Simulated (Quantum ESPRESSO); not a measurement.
# Near-edge structure at the N K edge of TiIN (Pmmn), part 3 of 4

What does one-electron theory with a core hole give for the N K edge of TiIN (Pmmn)?

Quantum ESPRESSO 7.5; X-ray absorption near-edge structure, plane-wave PAW LDA, one-electron final states by a Lanczos continued fraction.

So far. Step 2 (The field without a hole): The mesh shows no gap, so the system is treated as a metal and the core electron is put at the Fermi level (neutral cell). Step 3 (Spectrum without a core hole, N atom 5): Main maxima below 24 eV (height): 2.9 eV (1.82), 5.2 eV (1.61), 7.0 eV (1.18), 13.4 eV (1.00), 16.3 eV (0.98) and 18.2 eV (1.01).

## (8) Spectrum with XCH, N atom 5

The Lanczos recursion gives the spectrum without computing empty bands; each polarisation needs a run of its own on the full k mesh. xe0 is set between filled and empty states, and states below it are cut, here at the Fermi level, which holds the excited electron. The file of filecore holds the core orbital, taken from the hole-free data set.

xspectra.in

```
&input_xspectra
   calculation='xanes_dipole', edge='K'
   prefix='x', outdir='tmp', xiabs=3, xe0=7.9845
   xonly_plot=.false., x_save_file='xanes.sav'
   xniter=3000, xcheck_conv=20, xerror=0.005
   xcoordcrys=.false., xepsilon(1)=1, xepsilon(2)=0, xepsilon(3)=0
/
&plot
   xnepoint=413, xemin=-10, xemax=45, terminator=.true., cut_occ_states=.true.
   xgamma=0.4
/
&pseudos
   filecore='../N.wfc'
/
&cut_occ
   cut_desmooth=0.1, cut_stepl=0.05, cut_stepu=0.05, cut_ierror=1e-5
/
6 6 6 0 0 0
```

xspectra_1.in, as its differences from xspectra.in of step 8:

```diff
@@ -5,3 +5,3 @@
    xniter=3000, xcheck_conv=20, xerror=0.005
-   xcoordcrys=.false., xepsilon(1)=1, xepsilon(2)=0, xepsilon(3)=0
+   xcoordcrys=.false., xepsilon(1)=0, xepsilon(2)=1, xepsilon(3)=0
 /
```

xspectra_2.in, as its differences from xspectra_1.in of step 8:

```diff
@@ -5,3 +5,3 @@
    xniter=3000, xcheck_conv=20, xerror=0.005
-   xcoordcrys=.false., xepsilon(1)=0, xepsilon(2)=1, xepsilon(3)=0
+   xcoordcrys=.false., xepsilon(1)=0, xepsilon(2)=0, xepsilon(3)=1
 /
```

The run is started by

```bash
> OMP_NUM_THREADS=1 mpirun --oversubscribe --bind-to none -np 4 xspectra.x -nk 4 -in xspectra.in > xspectra.out
```

Log:

```text
     [... banner and references ...]
Reading input_file

     calculation: xanes_dipole

     xepsilon  [cartesian coordinates]:   1.000000   0.000000   0.000000

     xonly_plot: FALSE
        => complete calculation: Lanczos + spectrum plot

     filecore (core-wavefunction file): ../N.wfc

     main plot parameters:
        cut_occ_states: TRUE
        gamma_mode:  constant
        -> using xgamma [eV]:  0.40
        xemin [eV]: -10.00
        xemax [eV]:  45.00
        xnepoint:  413
        xe0 [eV]:   7.984500 (energy zero read in input file)

     WARNING: variable ef_r is obsolete

                      Reading SCF save directory: x.save

     tmp/x.save/

     Exchange-correlation= PZ
                           (   1   1   0   0   0   0   0)

     G-vector sticks info

                           Getting the Fermi energy

     From SCF save directory:
        ehomo [eV]:    8.3482 (highest occupied level)
        elumo [eV]:    8.3523 (lowest occupied level)
        ef    [eV]:    8.3482

     -> ef (in eV) will be written in x_save_file

                           Energy zero of the spectrum

     -> ef will NOT be used as energy zero of the spectrum
       (because xe0 read in input file)

     G-vector sticks info

     bravais-lattice index     =            0
     lattice parameter (alat)  =       9.9792  a.u.
     unit-cell volume          =    1674.2640 (a.u.)^3
     number of atoms/cell      =           12
     number of atomic types    =            4
     number of electrons       =        97.00
     number of Kohn-Sham states=           60
     kinetic-energy cutoff     =      52.0000  Ry
     charge density cutoff     =     560.0000  Ry
     Exchange-correlation= PZ
                           (   1   1   0   0   0   0   0)

     celldm(1)=   9.979240  celldm(2)=   0.000000  celldm(3)=   0.000000
     celldm(4)=   0.000000  celldm(5)=   0.000000  celldm(6)=   0.000000

     crystal axes: (cart. coord. in units of alat)
               a(1) = (  -0.665621   0.746290   0.000000 )
               a(2) = (  -0.665621  -0.746290   0.000000 )
               a(3) = (   0.665621   0.000000   1.695770 )

     reciprocal axes: (cart. coord. in units 2 pi/alat)
               b(1) = ( -0.751179  0.669981  0.294851 )
               b(2) = ( -0.751179 -0.669981  0.294851 )
               b(3) = (  0.000000  0.000000  0.589703 )

     ../pp/I.lda-n-kjpaw.UPF
     Pseudo is Projector augmented-wave + core cor, Zval =  7.0
     Shape of augmentation charge: PSQ
     Using radial grid of 1247 points,  6 beta functions with:
                l(1) =   0
                l(2) =   0
                l(3) =   1
                l(4) =   1
                l(5) =   2
[...]
Q(r) pseudized with 0 coefficients

     PseudoPot. #2 for Ti:     Pseudo is Projector augmented-wave + core cor, Zval = 12.0

     ../pp/N.lda-n-kjpaw-1sch.UPF
     Pseudo is Projector augmented-wave + core cor, Zval =  6.0
     Shape of augmentation charge: PSQ
     Using radial grid of 1085 points,  4 beta functions with:
[...]
Q(r) pseudized with 0 coefficients

     ../pp/N.lda-n-kjpaw.UPF
     Pseudo is Projector augmented-wave + core cor, Zval =  5.0
     Shape of augmentation charge: PSQ
     Using radial grid of 1085 points,  4 beta functions with:
[...]
l(2) =   0
                l(3) =   1
                l(4) =   1
     Q(r) pseudized with 0 coefficients

     atomic species   valence    mass     pseudopotential
     I                 7.00     1.00000     I ( 1.00)
     Ti               12.00     1.00000     Ti( 1.00)
     N0                6.00     1.00000     N ( 1.00)
     N                 5.00     1.00000     N ( 1.00)

      4 Sym. Ops. (no inversion) found

   Cartesian axes

     site n.     atom                  positions (alat units)
         1        I      tau(   1) = (  -0.0000000   0.0000000   1.1616025  )
         2        I      tau(   2) = (  -0.6656205  -0.0000000   1.1616025  )
[...]
10        N      tau(  10) = (  -0.6656205   0.0000000   0.0508731  )
        11        N      tau(  11) = (  -0.3328103  -0.3731452   1.6448970  )
        12        N      tau(  12) = (  -0.3328103   0.3731452   1.6448970  )

     number of k points=   216  Marzari-Vanderbilt smearing, width (Ry)=  0.0150

     Number of k-points >= 100: set verbosity='high' to print them.

     Dense  grid:   374817 G-vectors     FFT dimensions: (  75,  75, 144)

     Smooth grid:    84765 G-vectors     FFT dimensions: (  45,  45,  90)

     The potential is recalculated from file :
     tmp/x.save/charge-density

     Starting wfcs are   72 atomic wfcs
     Checking if some PAW data can be deallocated...

               Reading core wavefunction file for the absorbing atom

     ../N.wfc successfully read

                              Attributing the PAW radii
                     for the absorbing atom [units: Bohr radius]

        PAW proj 1: r_paw(l= 0)= 1.95  (1.5*r_cut)
        PAW proj 2: r_paw(l= 0)= 1.95  (1.5*r_cut)
        PAW proj 3: r_paw(l= 1)= 2.03  (1.5*r_cut)
        PAW proj 4: r_paw(l= 1)= 2.03  (1.5*r_cut)

        NB: The calculation will not necessary use all these r_paw values.
            - For a edge in the electric-dipole approximation,
              only the r_paw(l=1) values are used.
            - For a K edge in the electric-quadrupole approximation,
              only the r_paw(l=2) values are used.

            - For a L2 or L3 edge in the electric-quadrupole approximation,

              all projectors (s, p and d) are used.

     init_gipaw_1: projectors nearly linearly dependent:
     ntyp =  2, l/n1/n2 =  2 2 1  0.99072326

                          Starting XANES calculation
                     in the electric dipole approximation

     Method of calculation based on the Lanczos recursion algorithm
        - STEP 1: Construction of a kpoint-dependent Lanczos basis,
          in which the Hamiltonian is tridiagonal (each 'iter'
          corresponds to the calculation of one more Lanczos vector)
        - STEP 2: Calculation of the cross-section as a continued fraction
          averaged over the k-points.

     ... Begin STEP 1 ...

        Radial transition matrix element(s) used in the calculation of the
        initial vector of the Lanczos basis (|tilde{phi}_abs> normalized)
        | For PAW proj. (l=1) #1: radial matrix element =   0.185967535
        | For PAW proj. (l=1) #2: radial matrix element =   0.225510362

NB: the    54 k-point are not all listed below because npool=  4
        |-------------------------------------------------------------
        ! k-point #     1:  ( 0.0000,  0.0000,  0.0000),  0.0093,   1
        |-------------------------------------------------------------
 okvan= T
        |   Norm of the initial Lanczos vector: 0.14956759E+00
        |   Estimated error at iter     20:   1.00688059
        |   Estimated error at iter     40:   0.62042051
        |   Estimated error at iter     60:   0.29801007
        |   Estimated error at iter     80:   0.27209815
        |   Estimated error at iter    100:   0.21721981
[...]
!   => CONVERGED at iter    380 with error=  0.00445326
        |-------------------------------------------------------------
        ! k-point #     2:  ( 0.0000,  0.0000,  0.0983),  0.0093,   1
        |-------------------------------------------------------------
 okvan= T
        |   Norm of the initial Lanczos vector: 0.14956780E+00
[...]
!   => CONVERGED at iter    400 with error=  0.00362911
        |-------------------------------------------------------------
     [... 51 further k-points ...]
        ! k-point #    54:  (-0.3756, -0.1117,  0.6388),  0.0093,   1
        |-------------------------------------------------------------
 okvan= T
        |   Norm of the initial Lanczos vector: 0.14956747E+00
[...]
|   Estimated error at iter    460:   0.01066217
        |   Estimated error at iter    480:   0.00735553
        |   Estimated error at iter    500:   0.00793465
        !   => CONVERGED at iter    520 with error=  0.00397092

     Results of STEP 1 successfully written in x_save_file
     x_save_file name:
     ->  xanes.sav
     x_save_file version:  2

     ... End STEP 1 ...

     ... Begin STEP 2 ...

     The spectrum is calculated using the following parameters:
        xe0 [eV]:    7.9845
        the occupied states are elimintate from the spectrum
        xemin [eV]: -10.00
        xemax [eV]:  45.00
        xnepoint:  413
        constant broadening parameter [eV]:    0.400
        Core level energy [eV]:  -409.9
         (from electron binding energy of neutral atoms in X-ray data booklet)

     Cross-section successfully written in xanes.dat

     ... End STEP 2 ...

                                END JOB XSpectra
```

Run time: 20 min. Hardware: 4 MPI ranks of Arm Neoverse V1, shared host; peak memory 0.44 GiB.

The N K spectrum, N atom 5, excited-electron core hole (neutral cell) (energy from the energy zero of the input (xe0, at the border of filled and empty states); intensity scaled to a mean of 1 over the first 20 eV; the points at xe0, where the cut of filled states can leave a spike, are interpolated; polarised curves are means over the symmetry-equivalent atoms):

```
E (eV)  isotropic  ε ∥ x  ε ∥ y  ε ∥ z
  -2.0       0.10   0.08   0.09   0.11
  -1.5       0.13   0.11   0.13   0.16
  -1.0       0.21   0.17   0.20   0.26
  -0.5       0.39   0.30   0.40   0.48
   0.0       1.06   0.66   1.09   1.42
   0.5       1.75   0.95   1.74   2.55
   1.0       1.74   1.13   1.68   2.42
   1.5       1.76   1.78   1.15   2.36
   2.0       1.42   1.92   0.71   1.63
   2.5       1.32   2.57   0.54   0.86
   3.0       1.24   2.25   0.75   0.71
   3.5       1.26   1.52   1.36   0.90
   4.0       1.39   1.40   1.71   1.06
   4.5       1.19   1.05   1.43   1.08
   5.0       0.90   0.64   1.09   0.97
   5.5       1.06   0.61   1.50   1.05
   6.0       0.80   0.53   1.05   0.82
   6.5       0.66   0.47   0.73   0.78
   7.0       0.67   0.58   0.72   0.72
   7.5       0.72   0.72   0.74   0.69
   8.0       0.70   0.67   0.74   0.70
   8.5       0.80   0.71   0.86   0.83
   9.0       0.88   0.76   0.89   1.00
   9.5       0.86   0.83   0.84   0.91
  10.0       0.81   0.85   0.81   0.77
  10.5       0.85   0.92   0.91   0.72
  11.0       0.94   0.98   1.09   0.76
  11.5       1.01   1.11   1.14   0.79
  12.0       1.01   1.07   1.03   0.93
  12.5       0.98   0.98   1.01   0.96
  13.0       0.97   0.98   1.05   0.87
  13.5       0.96   1.03   1.06   0.77
  14.0       0.89   1.03   0.99   0.64
  14.5       0.95   1.25   1.03   0.57
  15.0       0.97   1.22   1.12   0.57
  15.5       0.86   0.91   1.08   0.58
  16.0       0.81   0.78   1.02   0.62
  16.5       0.92   0.82   1.13   0.81
  17.0       1.00   0.89   1.13   0.98
  17.5       0.96   0.91   0.93   1.05
  18.0       0.84   0.87   0.76   0.90
  18.5       0.76   0.84   0.70   0.75
  19.0       0.73   0.80   0.75   0.65
  19.5       0.69   0.76   0.69   0.62
  20.0       0.69   0.75   0.65   0.66
  20.5       0.73   0.83   0.64   0.72
  21.0       0.74   0.84   0.67   0.73
  21.5       0.70   0.77   0.62   0.71
  22.0       0.69   0.71   0.61   0.75
  22.5       0.70   0.66   0.63   0.82
  23.0       0.67   0.63   0.58   0.79
  23.5       0.63   0.62   0.56   0.72
  24.0       0.58   0.56   0.52   0.67
  24.5       0.60   0.52   0.51   0.76
  25.0       0.60   0.47   0.49   0.84
  25.5       0.59   0.46   0.50   0.81
  26.0       0.58   0.42   0.50   0.83
  26.5       0.56   0.36   0.48   0.85
  27.0       0.52   0.35   0.44   0.76
  27.5       0.46   0.36   0.39   0.62
  28.0       0.44   0.37   0.40   0.53
  28.5       0.44   0.41   0.41   0.51
  29.0       0.45   0.43   0.41   0.51
  29.5       0.48   0.46   0.43   0.56
  30.0       0.57   0.57   0.49   0.66
  30.5       0.60   0.59   0.51   0.70
  31.0       0.58   0.56   0.51   0.68
  31.5       0.58   0.60   0.50   0.63
  32.0       0.60   0.62   0.53   0.64
```

Main maxima below 24 eV (height): 0.7 eV (1.82), 1.5 eV (1.77), 2.7 eV (1.34), 4.0 eV (1.39), 5.5 eV (1.06) and 11.8 eV (1.03). 

The total-energy difference is 400.01 eV. One term is added: -7.76 eV, since the hole is spin-paired here and a spin-polarised one costs that much less in the free atom (computed apart). The photon energy is then 392.25 eV. The functional leaves an error in such absolute values: in the free atom LDA prices this hole 3.5 eV below PBE (computed apart), and PBE is itself good to a few eV.

## (9) Another broadening

The final state's lifetime shortens with energy, so measured features broaden above the edge; the saved Lanczos coefficients are redrawn with a width that grows.

xspectra_plot.in

```
&input_xspectra
   calculation='xanes_dipole', edge='K'
   prefix='x', outdir='tmp', xiabs=3, xe0=7.9845
   xonly_plot=.true., x_save_file='xanes.sav'
   xniter=3000, xcheck_conv=20, xerror=0.005
   xcoordcrys=.false., xepsilon(1)=1, xepsilon(2)=0, xepsilon(3)=0
/
&plot
   xnepoint=413, xemin=-10, xemax=45, terminator=.true., cut_occ_states=.true.
   gamma_mode='variable', gamma_energy(1)=4, gamma_energy(2)=25, gamma_value(1)=0.3, gamma_value(2)=2.5
/
&pseudos
   filecore='../N.wfc'
/
&cut_occ
   cut_desmooth=0.1, cut_stepl=0.05, cut_stepu=0.05, cut_ierror=1e-5
/
6 6 6 0 0 0
```

The run is started by

```bash
> OMP_NUM_THREADS=1 xspectra.x -in xspectra_plot.in > xspectra_plot.out
```

Log:

```text
     [... banner and references ...]
Reading input_file
     -------------------------------------------------------------------------

     calculation: xanes_dipole

     xonly_plot: TRUE
        => only the spectrum plot

     main plot parameters:
        cut_occ_states: TRUE
        gamma_mode:  variable
        -> first, constant up to point ( 4.00, 0.30) [eV]
        -> then, linear up to point (25.00, 2.50) [eV]
        -> finally, constant up to xemax
        xemin [eV]: -10.00
        xemax [eV]:  45.00
        xnepoint:  413
[...]
xemin [eV]: -10.00
        xemax [eV]:  45.00
        xnepoint:  413
        energy-dependent broadening parameter:
         -> first, constant up to point ( 4.00, 0.30) [eV]
         -> then, linear up to point (25.00, 2.50) [eV]
         -> finally, constant up to xemax
        Core level energy [eV]:  -409.9
         (from electron binding energy of neutral atoms in X-ray data booklet)

     Cross-section successfully written in xanes.dat

     -------------------------------------------------------------------------
                                END JOB XSpectra
     -------------------------------------------------------------------------
[key lines of the parts left out:]
Fermi level [eV]:   8.3482
```

Run time: 10 s. Hardware: 1 MPI rank; peak memory 0.05 GiB.

With a Lorentzian half width 0.3 eV up to 4 eV, rising linearly to 2.5 eV at 25 eV, the maxima are 0.5 eV (2.00), 1.6 eV (1.90), 2.7 eV (1.40), 4.0 eV (1.47), 5.5 eV (1.04) and 11.9 eV (0.94).

(Continued in part 4 of 4.)

[Banner, clock and machine lines of the logs are left out without a mark of their own.]

[Logs are printed without paths, hosts, clocks, repeated set-up lines and the standing remarks that a program may print on its own settings, such as how far it seeks lower states.]

[Hosts, paths, dates, database ids (printed as entryN), source tags and the programs' standing remarks are cut or masked in the printed files.]

[Lists of maxima count a maximum above −3 eV only where it reaches 4 % of the highest in the window and stands out from its surroundings by 2 % of it (1.5 % where it reaches 55 %); shoulders and weaker maxima are passed over, and of the rest the first, up to two pre-edge ones and the few strongest are named.]
